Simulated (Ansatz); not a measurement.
Consider LiVO2 (R-3m).

```xyz
4
Lattice="2.1744 4.1807 -2.1744 4.1807 2.1744 -2.1744 2.1744 2.1744 -4.1807" Properties=species:S:1:pos:R:3 pbc="T T T"
Li    0.0000    0.0000    0.0000
V     4.2647    4.2647   -4.2647
O     2.0624    2.0624   -2.0624
O     6.4670    6.4670   -6.4670
```

The cell and positions come from the Crystallography Open Database and are kept as given unless a step says otherwise. The program's search for lower electronic states was switched off, so nothing shows that the state found is the lowest. PAW set soft_2, made with PBE.

A constrained-RPA run (Ansatz 0.2.0; non-magnetic LDA; V t2g, bands v1 to c2, 8×8×8 mesh, medium accuracy) builds 3 functions on bands 2.5 eV wide, with 2.0 electrons in the window. The bare on-site interaction is 16.6 eV and the bare J 0.59 eV.

What U and J survive the screening?

On the V t2g shell, U = 4.13 eV (25 % of the bare value), U′ = 3.22 eV, J = 0.44 eV.

The parent state is non-magnetic and the interaction static (zero frequency); U depends on the window and the orbitals, so it belongs to this model alone.

[Paths, hosts, dates, memory and timing lines, banners, echoed tables and standing remarks are left out of the program output.]

[Logs are printed without paths, hosts, clocks, repeated set-up lines and the standing remarks that a program may print on its own settings, such as how far it seeks lower states.]

[Runs of the session that timed out or met a known fault of the program may be left out.]

[Hosts, paths, dates, database ids (printed as entryN), source tags and the programs' standing remarks are cut or masked in the printed files.]
